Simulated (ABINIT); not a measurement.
**K2Pt (Fm-3m): G0W0 in ABINIT against the wavefunction cutoff in GW**

Aim: move the wavefunction cutoff in GW of a G0W0 run on K2Pt (Fm-3m) over a wide range.

Main program and level: ABINIT 10.8.3; LDA and many-body steps on it, plane waves.

This is a report of a sequence of runs, with most program output left out.

## Step 1: Set-up

It takes space group Fm-3m (No. 225, cubic). The conventional cell has a = 7.563 Å, b = 7.563 Å, c = 7.563 Å, α = 90.00°, β = 90.00°, γ = 90.00°. Nearest to K lie 4 Pt at 3.27 Å. Nearest to Pt lie 8 K at 3.27 Å. Farther neighbours are not listed.

Structure file:

```cif
data_structure
_symmetry_space_group_name_H-M 'P 1'
_symmetry_Int_Tables_number 1
_cell_length_a 5.3478
_cell_length_b 5.3478
_cell_length_c 5.3478
_cell_angle_alpha 60.000
_cell_angle_beta 60.000
_cell_angle_gamma 60.000
_cell_volume 108.15
loop_
_atom_site_label
_atom_site_type_symbol
_atom_site_fract_x
_atom_site_fract_y
_atom_site_fract_z
_atom_site_occupancy
K1 K 0.75000 0.75000 0.75000 1
K2 K 0.25000 0.25000 0.25000 1
Pt3 Pt 0.00000 0.00000 0.00000 1
```

The cell and positions are those that the Materials Project relaxed with its own functionals (PBE, PBE+U or r2SCAN), kept fixed. Spin-orbit coupling is left out unless a step names it.

## Step 2: Screening, 2×2×2 mesh, 62 bands, screening to 106.1 eV

This step: ABINIT 10.8.3; RPA screening on LDA, plane waves, norm-conserving pseudopotentials.

The RPA dielectric matrix is built and inverted for each q.

Input file run.abi:

```
acell 3*1.0 Angstrom
rprim 
  -0.000000000000 3.781463140000 3.781463140000
  3.781463140000 -0.000000000000 3.781463140000
  3.781463140000 3.781463140000 -0.000000000000
ntypat 2
znucl 19 78
natom 3
typat 1 1 2
xred 
  0.750000000000 0.750000000000 0.750000000000
  0.250000000000 0.250000000000 0.250000000000
  0.000000000000 0.000000000000 0.000000000000
pp_dirpath "pseudos"
pseudos "K.upf, Pt.upf"
ecut 34
ngkpt 2 2 2
nshiftk 1
shiftk 0 0 0
kptopt 1
chksymbreak 0
istwfk *1
occopt 1
irdwfk 1
optdriver 3
nband 62
ecuteps 3.9
inclvkb 2
awtr 1
symchi 1
ecutwfn 10.2
indata_prefix "in"
outdata_prefix "out"
tmpdata_prefix "tmp"
```

Started as:

```bash
$ OMP_NUM_THREADS=1 mpirun -n 4 abinit run.abi > log
```

It took 3.8 s on 4 MPI ranks of Arm Neoverse V1, shared host; peak memory 0.35 GiB.

Numbers from this step:

* ε∞ with local fields, on this mesh, along the program's q direction: 8.931
* the same without local fields: 13.49
* plasma frequency: 21.38 eV
* plane waves in the screening matrix: 283

Local fields lower ε∞ by 34 %. On a Γ-centred mesh this coarse the value itself is usually too large, while a short band sum pulls it down.

## Step 3: 10.2 Ha

This step: G0W0 on LDA, plane waves, norm-conserving pseudopotentials.

run.abi, as its differences from that of step 2:

```diff
@@ -24,8 +24,19 @@
 irdwfk 1
-optdriver 3
+optdriver 4
 nband 62
+gwcalctyp 0
+ecutsigx 10.2
+symsigma 1
+nkptgw 3
+kptgw 
+  0.5000000000 0.5000000000 0.0000000000
+  0.5000000000 0.0000000000 0.0000000000
+  0.0000000000 0.0000000000 0.0000000000
+bdgw 
+  16 20
+  17 21
+  16 21
 ecuteps 3.9
-inclvkb 2
-awtr 1
-symchi 1
+irdscr 1
+ppmodel 1
 ecutwfn 10.2
```

Wall time 6.2 s (4 MPI ranks); peak memory 0.39 GiB.

Numbers from this step:

```yaml
g0w0_gap_on_the_points_computed: 1.616 eV
starting_gap_on_the_mesh: 1.306 eV
k_of_the_valence_top: 0.5, 0.5, 0
k_of_the_conduction_bottom: 0.5, 0, 0
z_at_the_valence_top: 0.748
z_at_the_conduction_bottom: 0.813
least_direct_g0w0_gap_on_the_computed_points: 1.719 eV
```

## Step 4: Screening, 2×2×2 mesh, 62 bands, screening to 106.1 eV

This step: RPA screening on LDA, plane waves, norm-conserving pseudopotentials.

run.abi, as its differences from that of step 3:

```diff
@@ -24,20 +24,9 @@
 irdwfk 1
-optdriver 4
+optdriver 3
 nband 62
-gwcalctyp 0
-ecutsigx 10.2
-symsigma 1
-nkptgw 3
-kptgw 
-  0.5000000000 0.5000000000 0.0000000000
-  0.5000000000 0.0000000000 0.0000000000
-  0.0000000000 0.0000000000 0.0000000000
-bdgw 
-  16 20
-  17 21
-  16 21
 ecuteps 3.9
-irdscr 1
-ppmodel 1
-ecutwfn 10.2
+inclvkb 2
+awtr 1
+symchi 1
+ecutwfn 17
 indata_prefix "in"
```

Elapsed: 4.5 s, on 4 MPI ranks; peak memory 0.41 GiB.

Numbers from this step:

```yaml
eps_infinity_with_local_fields_on_this_mesh_along_the_program_s_q_direction: 8.922
the_same_without_local_fields: 13.47
plasma_frequency: 21.42 eV
plane_waves_in_the_screening_matrix: 283
```

## Step 5: 17 Ha

The self-energy is evaluated for the states that the input lists, and the levels follow from it, in one-shot runs by the linearised quasiparticle equation.

This step: G0W0 on LDA, plane waves, norm-conserving pseudopotentials.

run.abi, as its differences from that of step 4:

```diff
@@ -24,8 +24,19 @@
 irdwfk 1
-optdriver 3
+optdriver 4
 nband 62
+gwcalctyp 0
+ecutsigx 17
+symsigma 1
+nkptgw 3
+kptgw 
+  0.5000000000 0.5000000000 0.0000000000
+  0.5000000000 0.0000000000 0.0000000000
+  0.0000000000 0.0000000000 0.0000000000
+bdgw 
+  16 20
+  17 21
+  16 21
 ecuteps 3.9
-inclvkb 2
-awtr 1
-symchi 1
+irdscr 1
+ppmodel 1
 ecutwfn 17
```

Wall time 6.6 s (4 MPI ranks); peak memory 0.51 GiB.

Numbers from this step:

```
G0W0 gap on the points computed              : 1.92 eV
starting gap on the mesh                     : 1.306 eV
k of the valence top                         : 0.5, 0.5, 0
k of the conduction bottom                   : 0.5, 0, 0
Z at the valence top                         : 0.744
Z at the conduction bottom                   : 0.812
least direct G0W0 gap on the computed points : 2.019 eV
```

The gap on the mesh goes from 1.31 eV to 1.92 eV, a correction of +0.61 eV.

## Step 6: Screening, 2×2×2 mesh, 62 bands, screening to 106.1 eV

This step: RPA screening on LDA, plane waves, norm-conserving pseudopotentials.

run.abi, as its differences from that of step 5:

```diff
@@ -24,20 +24,9 @@
 irdwfk 1
-optdriver 4
+optdriver 3
 nband 62
-gwcalctyp 0
-ecutsigx 17
-symsigma 1
-nkptgw 3
-kptgw 
-  0.5000000000 0.5000000000 0.0000000000
-  0.5000000000 0.0000000000 0.0000000000
-  0.0000000000 0.0000000000 0.0000000000
-bdgw 
-  16 20
-  17 21
-  16 21
 ecuteps 3.9
-irdscr 1
-ppmodel 1
-ecutwfn 17
+inclvkb 2
+awtr 1
+symchi 1
+ecutwfn 25.5
 indata_prefix "in"
```

Run time: 5.3 s. Hardware: 4 MPI ranks; peak memory 0.51 GiB; 21 s of CPU time.

This step gave:

| Property | Result |
| --- | --- |
| ε∞ with local fields, on this mesh, along the program's q direction | 8.908 |
| the same without local fields | 13.44 |
| plasma frequency | 21.42 eV |
| plane waves in the screening matrix | 283 |

## Step 7: 25.5 Ha

This step: G0W0 on LDA, plane waves, norm-conserving pseudopotentials.

run.abi, as its differences from that of step 6:

```diff
@@ -24,8 +24,19 @@
 irdwfk 1
-optdriver 3
+optdriver 4
 nband 62
+gwcalctyp 0
+ecutsigx 25.5
+symsigma 1
+nkptgw 3
+kptgw 
+  0.5000000000 0.5000000000 0.0000000000
+  0.5000000000 0.0000000000 0.0000000000
+  0.0000000000 0.0000000000 0.0000000000
+bdgw 
+  16 20
+  17 21
+  16 21
 ecuteps 3.9
-inclvkb 2
-awtr 1
-symchi 1
+irdscr 1
+ppmodel 1
 ecutwfn 25.5
```

Run time: 7 s. Hardware: 4 MPI ranks; peak memory 0.7 GiB.

This step gave:

- G0W0 gap on the points computed: 1.975 eV
- starting gap on the mesh: 1.306 eV
- k of the valence top: 0.5, 0.5, 0
- k of the conduction bottom: 0.5, 0, 0
- least direct G0W0 gap on the computed points: 2.072 eV

Against the run before, the gap moves by +0.055 eV.

## Step 8: Screening, 2×2×2 mesh, 62 bands, screening to 106.1 eV

This step: RPA screening on LDA, plane waves, norm-conserving pseudopotentials.

run.abi, as its differences from that of step 7:

```diff
@@ -24,20 +24,8 @@
 irdwfk 1
-optdriver 4
+optdriver 3
 nband 62
-gwcalctyp 0
-ecutsigx 25.5
-symsigma 1
-nkptgw 3
-kptgw 
-  0.5000000000 0.5000000000 0.0000000000
-  0.5000000000 0.0000000000 0.0000000000
-  0.0000000000 0.0000000000 0.0000000000
-bdgw 
-  16 20
-  17 21
-  16 21
 ecuteps 3.9
-irdscr 1
-ppmodel 1
-ecutwfn 25.5
+inclvkb 2
+awtr 1
+symchi 1
 indata_prefix "in"
```

The job ended after 7.2 s (4 MPI ranks; peak memory 0.81 GiB; 28 s of CPU time).

This step gave:

| Property | Result |
| --- | --- |
| ε∞ with local fields, on this mesh, along the program's q direction | 8.908 |
| the same without local fields | 13.44 |
| plasma frequency | 21.42 eV |
| plane waves in the screening matrix | 283 |

## Step 9: 34 Ha

This step: G0W0 on LDA, plane waves, norm-conserving pseudopotentials.

run.abi, as its differences from that of step 8:

```diff
@@ -24,8 +24,19 @@
 irdwfk 1
-optdriver 3
+optdriver 4
 nband 62
+gwcalctyp 0
+ecutsigx 34
+symsigma 1
+nkptgw 3
+kptgw 
+  0.5000000000 0.5000000000 0.0000000000
+  0.5000000000 0.0000000000 0.0000000000
+  0.0000000000 0.0000000000 0.0000000000
+bdgw 
+  16 20
+  17 21
+  16 21
 ecuteps 3.9
-inclvkb 2
-awtr 1
-symchi 1
+irdscr 1
+ppmodel 1
 indata_prefix "in"
```

It took 7.9 s on 4 MPI ranks; peak memory 0.87 GiB; 31 s of CPU time.

This step gave:

```yaml
g0w0_gap_on_the_points_computed: 1.978 eV
starting_gap_on_the_mesh: 1.306 eV
k_of_the_valence_top: 0.5, 0.5, 0
k_of_the_conduction_bottom: 0.5, 0, 0
least_direct_g0w0_gap_on_the_computed_points: 2.075 eV
```

Against the run before, the gap moves by +0.003 eV.

## Step 10: The runs together

Times are wall times on 4 MPI ranks of Arm Neoverse V1, shared host, good to a factor of about two. A run's time includes the screening step that it read.

| run | mesh | bands | screening cutoff (eV) | DFT gap (eV) | gap on the mesh (eV) | direct (eV) | ε∞ used | time |
| --- | --- | --- | --- | --- | --- | --- | --- | --- |
| 10.2 Ha | 2×2×2 | 62 | 106.1 | 1.306 | 1.616 | 1.719 | 8.93 | 10 s |
| 17 Ha | 2×2×2 | 62 | 106.1 | 1.306 | 1.920 | 2.019 | 8.92 | 11 s |
| 25.5 Ha | 2×2×2 | 62 | 106.1 | 1.306 | 1.975 | 2.072 | 8.91 | 12 s |
| 34 Ha | 2×2×2 | 62 | 106.1 | 1.306 | 1.978 | 2.075 | 8.91 | 15 s |

## Step 11: Outcome

| Quantity | Value |
| --- | --- |
| 10.2 Ha | 1.616 eV |
| 17 Ha | 1.920 eV |
| 25.5 Ha | 1.975 eV |
| 34 Ha | 1.978 eV |
| known limits | not at the basis limit; no spin polarisation; d states lean on the start; no spin-orbit coupling; coarse k mesh |

What this shows: The setting moved: wavefunction cutoff in GW. From 10.2 Ha to 34 Ha the gap moves by +0.36 eV. It holds to 0.03 eV from 25.5 Ha on. Bands and screening cutoff are coupled, so a series along one setting does not show full convergence. The exchange cutoff follows the wavefunction cutoff here. Bands and cutoff are finite, so the gap is not at the basis limit. The miss can reach some tenths of an eV and take either sign; the mesh is an error of its own. The 2×2×2 mesh is coarse for this cell, which bears on the long-range parts of exchange and screening. The runs have no spin polarisation. For a closed low-spin shell that is the natural state; where a d or f shell is open it is a constraint, and the gap is then not the crystal's own. With d states at the gap, one-shot GW leans hard on its start. The many-body steps are scalar-relativistic: spin-orbit coupling is not in them.

[Paths, hosts, dates, memory and timing lines, banners, echoed tables and standing remarks are left out of the program output.]

[Logs are printed without paths, hosts, clocks, repeated set-up lines and the standing remarks that a program may print on its own settings, such as how far it seeks lower states.]

[Runs of the session that timed out or met a known fault of the program may be left out.]

[Hosts, paths, dates, database ids (printed as entryN), source tags and the programs' standing remarks are cut or masked in the printed files.]

[G0W0 gaps are taken among the corrected bands and points alone; a level outside them can change the order at an edge.]

[Where Ansatz stands beside ABINIT at settings called matched, ABINIT's density can come from a denser mesh and the files from another edition; pairs whose starting gaps differed by over 0.03 eV were left out, so agreement reads better than it is.]
